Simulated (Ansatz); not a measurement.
# Vibrations of species on Co(0001), part 2 of 3

Aim: bond lengths and vibrational modes of species bound on Co(0001).

Ansatz 0.2.0; DFT PBE, scalar-relativistic, plane waves, PAW; PAW set soft_1.

So far. Step 2 (Relaxation of the host): The forces vanish by symmetry. Step 3 (Letting the atoms settle: Cl at the hcp hollow site, 1 …): The largest force component left on a free atom is 0.97 meV/Å.

## 4. Force constants among chosen sites: Cl at the hcp hollow site, 1 monolayer

Only 2 sites are displaced (1 Co and 1 Cl), with their periodic images, and all others stay at rest. This gives the modes that are localised on these sites for less work than the whole matrix.

Input file input.yaml:

```yaml
crystal:
  lattice:
    - [2.4925218832, 0.0, 0.0]
    - [1.2462609416, 2.1585872703, 0.0]
    - [0.0, 0.0, 39.354776295]
  atoms:
    - { symbol: Co, position: [0.6666666667, 0.6666666667, 0.1900041003], spin: 1.97 }
    - { symbol: Co, position: [0.0, 0.0, 0.2413052132], spin: 1.94 }
    - { symbol: Co, position: [0.6666666667, 0.6666666667, 0.293110375], spin: 1.88 }
    - { symbol: Co, position: [0.0, 0.0, 0.3431100842], spin: 1.89 }
    - { symbol: Cl, position: [0.6666666667, 0.6666666667, 0.3955997254] }
  periodic: [true, true, false]
kpoints:
  mp_grid: { grid: [12, 12, 1] }
hamiltonian:
  xc: pbe
  pseudopotentials: { kind: paw, azcp: { folder: soft_1 } }
scf:
  occupations: { method: gaussian, width: 0.1 }
output:
  eigenvalues: true
magnetization:
  spin_polarized: true
phonons:
  method: fd
  supercell: [1, 1, 1]
  displaced_sites: [3, 4]
  rigid_motions: translations
```

Command:

```console
ansatz run input.yaml --threads 8 --pin off --max-ram 20480MiB --backend cpu --events-out ev --progress --plain --runs-dir out
```

Numbers of over 12 decimals in the logs are rounded to 6 here.

Output:

```text
[...]
Crystal: 5 atoms, lattice volume = 211.742 Å³
Basis set: ecut = 420 eV, 4001 PW (Γ), exchange–correlation on 36×36×540 points (8 copies of the dense FFT grid, shifted against one another)
Bands: 50, of which v1, the nominal top of the filled ones, is band 38 counted from 1 (37 counted from 0)
Symmetry: 6 space group operations
[...]
k-points: 19 of 144 (time reversal used)
[...]
Starting moments: Σ|m| = 7.68 μB on 4 of 5 sites
[...]
SCF 1 converged in 15 iterations: F = -21581.732751 eV  dr2 = 3.99e-8
[...]
a single point of the input's cell can leave the moments in the input for a lower state (scf.lower_state_search): this run first made a single point of its cell. This run's own SCFs start from the density of the state that the single point found, with the moments in the input. The single point stayed on the moments in the input.
[...]
Stability of the state it starts from, as read at its close in the collinear treatment: not read negative (Ritz values of 1 − χ₀K, real part plus size of imaginary part, from 0.65 to 0.91, by its mixing steps under the symmetry group of the SCF that read it); its run was given moments
[...]
SCF iter   1: F=—  HF=-21581.732803 eV  |F-HF|=—  |Δ(HF+E_count)|=         —  Δρ=2.94e-6 (↑2.94e-6 ↓1.88e-6)  dr2=7.20e-8  dr2_m=1.84e-9  M=6.782 μB ∫|m|=7.404 μB  β_m=0.65  ethr=1.33e-6  ⟨swp⟩=5.2  Hψ=21857  notcnv=0
eigensolver tolerance schedule: the retry pair's looser diagonalisation over-reported the residual by 13824.06 of it (diagonalisation noise at an unbounded share of the residual, at the tolerance the schedule requests for it); recorded, not acted on — ethr = c·dr2/N_el stays at c = 1.0e-1
[...]
SCF iter   2: F=—  HF=-21581.732751 eV  |F-HF|=—  |Δ(HF+E_count)|=   5.25e-5  Δρ=4.09e-6 (↑4.09e-6 ↓3.09e-6)  dr2=1.20e-7  dr2_m=1.07e-9  M=6.782 μB ∫|m|=7.404 μB  β_m=0.30  ethr=9.61e-11  ⟨swp⟩=7.0  Hψ=7923  notcnv=0
[...]
SCF iter  11: F=-21581.732751 eV  HF=-21581.732751 eV  |F-HF|=2.91e-10  |Δ(HF+E_count)|=  2.62e-10  Δρ=3.91e-8 (↑1.68e-8 ↓3.91e-8)  dr2=6.68e-12  dr2_m=7.05e-13  M=6.782 μB ∫|m|=7.404 μB  ethr=1.00e-12  ⟨swp⟩=5.6  Hψ=5693  notcnv=0
SCF 2 converged in 11 iterations: F = -21581.732751 eV  dr2 = 6.68e-12
Symmetry: 2 space group operations
k-points: 43 of 144 (time reversal used)
[...]
SCF iter  14: F=-21581.732741 eV  HF=-21581.732741 eV  |F-HF|=1.40e-9  |Δ(HF+E_count)|=   1.06e-9  Δρ=4.57e-8 (↑2.36e-8 ↓4.57e-8)  dr2=2.70e-12  dr2_m=1.73e-12  M=6.782 μB ∫|m|=7.404 μB  ethr=1.00e-12  ⟨swp⟩=8.9  Hψ=27423  notcnv=0
SCF 3 converged in 14 iterations: F = -21581.732741 eV  dr2 = 2.70e-12
[...]
SCF iter  10: F=-21581.732740 eV  HF=-21581.732740 eV  |F-HF|=2.33e-10  |Δ(HF+E_count)|=  4.44e-10  Δρ=1.56e-8 (↑5.94e-9 ↓1.56e-8)  dr2=2.22e-12  dr2_m=6.14e-14  M=6.781 μB ∫|m|=7.403 μB  ethr=1.00e-12  ⟨swp⟩=7.2  Hψ=22906  notcnv=0
SCF 4 converged in 10 iterations: F = -21581.732740 eV  dr2 = 2.22e-12
[...]
SCF iter  14: F=-21581.732751 eV  HF=-21581.732751 eV  |F-HF|=2.33e-10  |Δ(HF+E_count)|=  1.24e-10  Δρ=9.35e-9 (↑8.98e-9 ↓9.35e-9)  dr2=5.39e-13  dr2_m=6.53e-14  M=6.782 μB ∫|m|=7.404 μB  ethr=1.00e-12  ⟨swp⟩=7.6  Hψ=24554  notcnv=0
SCF 5 converged in 14 iterations: F = -21581.732751 eV  dr2 = 5.39e-13
[...]
SCF iter   3: F=-21581.732749 eV  HF=-21581.732749 eV  |F-HF|=3.64e-12  |Δ(HF+E_count)|=  2.69e-10  Δρ=3.64e-8 (↑2.91e-8 ↓3.64e-8)  dr2=2.63e-12  dr2_m=1.26e-12  M=6.782 μB ∫|m|=7.404 μB  ethr=1.00e-12  ⟨swp⟩=9.1  Hψ=28221  notcnv=0
SCF 6 converged in 3 iterations: F = -21581.732749 eV  dr2 = 2.63e-12
SCF converged after 11 iterations
Magnetization: 6.7816 μB (40.8908 up, 34.1092 down)
Absolute magnetization: 7.4110 μB (∫|ρ↑−ρ↓|, with the PAW one-centre terms)
[...]
Per-site moments (μB) at R_I (Å): [(1.793060, 1.022719), (1.762297, 1.022719), (1.709190, 1.005590), (1.721320, 1.005590), (0.050161, 1.028165)]
Free energy (F): -21581.732751 eV
[...]
Internal energy: -21581.711123 eV  (E = F + TS)
E sigma→0 (E₀):  -21581.721937 eV
Entropy (-TS):   -0.021628 eV (-4.326 meV/atom)
Fermi energy:    -4.635178 eV
[...]
--- Forces (eV/Å), atoms counted from 1 ---
  atom   1  Co     0.00000000     0.00000000     0.41076694
  atom   2  Co    -0.00000000     0.00000000    -0.41080737
  atom   3  Co    -0.00000000    -0.00000000    -0.00095372
  atom   4  Co     0.00000000     0.00000000     0.00029556
  atom   5  Cl    -0.00000000     0.00000000     0.00069814
  max |Σ_I F_I| component: 4.56e-7 eV/Å
--- Band table (eV; the first three rows and the last of 38) ---
  k-point 0 ↑: bands = [... 34 lower, -6.5258, -6.1585, -6.1585, -5.7528, -5.7528, -5.5961, -5.5961, -5.0056, ... 8 higher]
  k-point 1 ↑: bands = [... 34 lower, -6.5702, -6.2552, -6.1848, -5.9967, -5.7583, -5.5776, -5.4659, -4.2719, ... 8 higher]
  k-point 2 ↑: bands = [... 34 lower, -6.5409, -6.5160, -6.2224, -5.9827, -5.7725, -5.6160, -5.5405, -4.9435, ... 8 higher]
  k-point 18 ↓: bands = [... 34 lower, -4.3888, -4.0837, -3.9180, -3.8599, -3.6766, -3.6113, 0.8193, 1.3924, ... 8 higher]
  ° read free of the cell's end (the report's vacuum.weakly_bound_levels)
[...]
--- Phonons: 4 displaced members + reference (amplitude 0.0025 Å, Σ member SCF iterations 41) ---
  symmetry images taken by strict's conditions (phonons.symmetry_images: auto; settled by no image being taken that strict refuses)
  force constants formed among 2 of 5 sites (Co 3, Cl 4); the other 3 at rest. The modes move the named sites alone.
  the frequencies, the zero-point energy and the sums are of the block with the acoustic sum rule laid on its rows. Row sums over every site: 1.1e-4 eV/Å² at the most
  transpose residual: 2.5e-4 eV/Å²
  largest component of a force at the reference: 7.0e-4 eV/Å on a named site, 4.1e-1 eV/Å on a site at rest
  frequencies among the named sites at Γ of the cell (cm⁻¹): -22.39 -22.39 84.66 84.66 94.87 181.54
  unstable modes among the named sites: 2
  frequencies as built, with no sum rule (cm⁻¹): -22.39 -22.39 84.66 84.66 94.87 181.54
  zero-point energy: 0.027632 eV/cell   skipped modes (ω ≤ 0): 2, of them read as no rigid motion or as one in doubt: 2 (2.000e0 modes/cell left out, lowest -22.39 cm⁻¹)
  not written: the harmonic force-constant file, the file of eigenvectors (these modes' are written with the force constants), the density of states and the dispersion, which are of every site
```

Run time: 1.8 min. Hardware: 8 threads of Arm Neoverse N1, shared host; peak memory 1.3 GiB.

The column dr2 measures how far the density is from self-consistency, as an energy; F and HF (Harris–Foulkes) agree once it is small.

The other atoms of the cell are at rest; shares are of the kinetic energy, a minus sign marks an imaginary mode, and where like sites share a mode the one named is one choice of several. Modes of the displaced sites:

```
mode  frequency (cm⁻¹)  share of Co (%)  share of Cl (%)  site with the largest share  its share (%)
   1             -22.4                0              100                          Cl5            100
   2             -22.4                0              100                          Cl5            100
   3              84.7              100                0                          Co4            100
   4              84.7              100                0                          Co4            100
   5              94.9                3               97                          Cl5             97
   6             181.5               97                3                          Co4             97
```

The same force constants with another mass on the added atoms, against the natural mean mass; listed are the real modes with at least half of their motion on these atoms, followed through small steps of mass, less those that pass through avoided crossings, where the squared overlap of new and old mass-weighted patterns is under 0.8. Modes after a change of mass:

```
substitution  mode  frequency (cm⁻¹)  after (cm⁻¹)  ratio
        37Cl     5              94.9          93.0  1.021
```

The highest mode of the block lies at 181.5 cm⁻¹; the acoustic sum rule moved it by 0.0 cm⁻¹. The block has 2 imaginary modes, the largest 22i cm⁻¹, so this structure is not a minimum.

## 5. Relaxation in the fixed cell: Cl at the hcp hollow site, 0.5 monolayer

The slab carries Cl at the hcp hollow site, 0.5 monolayer. The typed slab is scaled evenly to the volume of the relaxed bulk, at the typed c/a. The lowest layers are held, and the other atoms relax. The program lengthens the typed cell of 22.7 Å along the normal to 39.4 Å, as its cut-off of the electrostatics needs, and moves no atom.

System of this step: Cl at the hcp hollow site, 0.5 monolayer on Co(0001). The cell holds 9 atoms: 8 Co and 1 Cl. Its edges and angles: a = 4.985 Å, b = 2.493 Å, c = 39.355 Å, α = 90.0°, β = 90.0°, γ = 60.0°. It derives from Co. Vacuum lies along c.

Input file input.yaml:

```yaml
crystal:
  lattice:
    - [4.9850478066, 0.0, 0.0]
    - [1.2462619517, 2.1585855208, 0.0]
    - [0.0, 0.0, 22.732525875]
  atoms:
    - { symbol: Co, position: [0.833333, 0.666667, 0.328937], spin: 1.6 }
    - { symbol: Co, position: [0.333333, 0.666667, 0.328937], spin: 1.6 }
    - { symbol: Co, position: [0.0, 0.0, 0.41775], spin: 1.6 }
    - { symbol: Co, position: [0.5, 0.0, 0.41775], spin: 1.6 }
    - { symbol: Co, position: [0.833333, 0.666667, 0.506563], spin: 1.6 }
    - { symbol: Co, position: [0.333333, 0.666667, 0.506563], spin: 1.6 }
    - { symbol: Co, position: [0.0, 0.0, 0.595376], spin: 1.6 }
    - { symbol: Co, position: [0.5, 0.0, 0.595376], spin: 1.6 }
    - { symbol: Cl, position: [0.333333, 0.666667, 0.671063] }
  periodic: [true, true, false]
kpoints:
  mp_grid: { grid: [6, 12, 1] }
hamiltonian:
  xc: pbe
  pseudopotentials: { kind: paw, azcp: { folder: soft_1 } }
scf:
  occupations: { method: gaussian, width: 0.1 }
output:
  forces: true
  eigenvalues: true
  populations: true
magnetization:
  spin_polarized: true
relax:
  adjacent_minimum: "off"
  f_tol: 0.003
  max_steps: 120
  constraints: [{ sites: [0, 1, 2, 3] }]
```

Output:

```text
[...]
--- Löwdin populations: 9 sites ---
  site symbol       q [e]    m [muB]
     0     Co     16.7846     1.7942
     1     Co     16.7838     1.8039
     2     Co     16.7745     1.7590
     3     Co     16.7781     1.7552
     4     Co     16.7714     1.6716
     5     Co     16.7639     1.7729
     6     Co     16.6786     1.7609
     7     Co     16.6499     1.6728
     8     Cl      7.2066     0.0451
  spilling = 0.012647 (of n_electrons = 143.000000)
[key lines of the parts left out:]
SCF converged after 3 iterations
Magnetization: 13.5192 μB (78.2596 up, 64.7404 down)
Free energy (F): -42086.743942 eV
Fermi energy:    -4.767175 eV
```

Run time: 9 min. Hardware: 8 threads; peak memory 2.7 GiB; 69 min of CPU time.

Relaxation path:

```
step  energy less that of the first step (eV)  largest force component (eV/Å)
   1                                   0.0000                          1.0678
   2                                  -0.0597                          0.7596
   3                                  -0.1209                          0.1305
   4                                  -0.1213                          0.1497
   5                                  -0.1244                          0.0128
   6                                  -0.1244                          0.0022
   7                                  -0.1244                          0.0022
```

Forces are held to the 2 operations that the run works with; a distortion that breaks them can't arise in this run.

The atoms that moved most (Å):

```
atom      dx      dy      dz  length
 Cl9  -0.108   0.063   0.145   0.191
 Co7  -0.007   0.004  -0.061   0.062
 Co6  -0.001   0.000   0.036   0.036
 Co5  -0.004   0.002   0.030   0.030
 Co8   0.019  -0.011   0.012   0.025
```

The largest force component left on a free atom is 2.2 meV/Å.

## 6. Modes of the chosen sites: Cl at the hcp hollow site, 0.5 monolayer

Only 3 sites are displaced (2 Co and 1 Cl), with their periodic images, and all others stay at rest. This gives the modes that are localised on these sites for less work than the whole matrix.

Input file input.yaml:

```yaml
crystal:
  lattice:
    - [4.9850447764, -1.7495e-06, 0.0]
    - [1.2462604366, 2.1585863956, 0.0]
    - [0.0, 0.0, 39.354776295]
  atoms:
    - { symbol: Co, position: [0.833333, 0.666667, 0.1900041003], spin: 1.98 }
    - { symbol: Co, position: [0.333333, 0.666667, 0.1900041003], spin: 1.99 }
    - { symbol: Co, position: [0.0, 0.0, 0.2413052132], spin: 1.94 }
    - { symbol: Co, position: [0.5, 0.0, 0.2413052132], spin: 1.94 }
    - { symbol: Co, position: [0.8323562101, 0.6676437899, 0.2933593797], spin: 1.84 }
    - { symbol: Co, position: [0.3331981744, 0.6668018256, 0.2935108252], spin: 1.95 }
    - { symbol: Co, position: [-0.0017686001, 0.0017686001, 0.3423453325], spin: 1.95 }
    - { symbol: Co, position: [0.5050213641, -0.0050213641, 0.3442058231], spin: 1.87 }
    - { symbol: Cl, position: [0.3043627657, 0.6956372343, 0.3913101772] }
  periodic: [true, true, false]
kpoints:
  mp_grid: { grid: [6, 12, 1] }
hamiltonian:
  xc: pbe
  pseudopotentials: { kind: paw, azcp: { folder: soft_1 } }
scf:
  occupations: { method: gaussian, width: 0.1 }
output:
  eigenvalues: true
magnetization:
  spin_polarized: true
phonons:
  method: fd
  supercell: [1, 1, 1]
  displaced_sites: [6, 7, 8]
  rigid_motions: translations
```

Output:

```text
[...]
Crystal: 9 atoms, lattice volume = 423.483 Å³
Basis set: ecut = 420 eV, 8177 PW (Γ), exchange–correlation on 72×36×540 points (8 copies of the dense FFT grid, shifted against one another)
Bands: 96, of which v1, the nominal top of the filled ones, is band 72 counted from 1 (71 counted from 0)
Symmetry: 2 space group operations
[...]
k-points: 25 of 72 (time reversal used)
[...]
force constants formed among 3 of 9 sites (Co 6, Co 7, Cl 8); the other 6 at rest. The modes move the named sites alone.
[...]
transpose residual: 6.8e-5 eV/Å²
[...]
unstable modes among the named sites: 0
  frequencies as built, with no sum rule (cm⁻¹): 68.71 68.98 125.83 138.42 141.14 167.97 175.01 209.20 283.96
  zero-point energy: 0.085501 eV/cell   skipped modes (ω ≤ 0): 0
[...]
[key lines of the parts left out:]
SCF converged after 15 iterations
Magnetization: 13.5192 μB (78.2596 up, 64.7404 down)
Free energy (F): -42086.743942 eV
Fermi energy:    -4.767174 eV
```

Wall time 19 min (8 threads); peak memory 3.7 GiB; 2.5 h of CPU time.

The other atoms of the cell are at rest; shares are of the kinetic energy, a minus sign marks an imaginary mode, and where like sites share a mode the one named is one choice of several. Modes of the displaced sites:

```
mode  frequency (cm⁻¹)  share of Co (%)  share of Cl (%)  site with the largest share  its share (%)
   1              68.7               43               57                          Cl9             57
   2              69.0               59               41                          Cl9             41
   3             125.8               57               43                          Cl9             43
   4             138.4               44               56                          Cl9             56
   5             141.1               37               63                          Cl9             63
   6             168.0               92                8                          Co8             72
   7             175.0               97                3                          Co7             50
   8             209.2               86               14                          Co7             70
   9             284.0               85               15                          Co7             45
```

The same force constants with another mass on the added atoms, against the natural mean mass; listed are the real modes with at least half of their motion on these atoms, followed through small steps of mass, less those that pass through avoided crossings, where the squared overlap of new and old mass-weighted patterns is under 0.8. Modes after a change of mass:

```
substitution  mode  frequency (cm⁻¹)  after (cm⁻¹)  ratio
        37Cl     1              68.7          67.9  1.012
        37Cl     4             138.4         136.8  1.012
        37Cl     5             141.1         139.3  1.014
```

The highest mode of the block lies at 284.0 cm⁻¹; the acoustic sum rule moved it by 0.0 cm⁻¹.

(Continued in part 3 of 3.)

[Logs are printed without paths, hosts, clocks, repeated set-up lines and the standing remarks that a program may print on its own settings, such as how far it seeks lower states.]

[Hosts, paths, dates, database ids (printed as entryN), source tags and the programs' standing remarks are cut or masked in the printed files.]
